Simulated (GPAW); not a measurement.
# Polarising Y2CS2 MXene monolayer with a field along the normal

The dipole of the cell at several fields, atoms fixed. What does the strongest field give, and what length does the slope stand for?

Set-up. GPAW 26.7.0, plane waves (500 eV), PAW setups, PBE, 9×9 mesh, a dipole layer in the vacuum; geometry relaxed without an applied field with GPAW. The cell's area is 12.83 Å², and e/ε0 = 180.95 V Å.

Results, with one row withheld:

```tsv
field (V/Å)	dipole (e Å)
−0.2	−0.1070
−0.1	−0.0535
−0.05	−0.0267
0.05	0.0267
0.1	0.0535
0.2	0.1070
0.3	?
```

Q: What is the dipole at 0.3 V/Å?

**Working.** A line through the 6 points has the slope α = 0.535 e Å per V/Å and the intercept p₀ = 0.0000 e Å (r.m.s. residual 2.8e−05). At 0.3 V/Å it gives p = 0.0000 + 0.535 × 0.3 = 0.1605 e Å; the run gives 0.1605 e Å, so the response stays linear to 0.0 % of the induced part. Dividing by ε0 and the area: α/(ε0 A) = 0.535 × 180.95 / 12.83 = 7.55 Å, against 5.75 Å between the outer nuclei.

Caveats: This is the electronic response alone; ions that move would add to it in polar layers. No run was spin-polarised, so magnetic states weren't tested.

[Logs are printed without paths, hosts, clocks, repeated set-up lines and the standing remarks that a program may print on its own settings, such as how far it seeks lower states.]
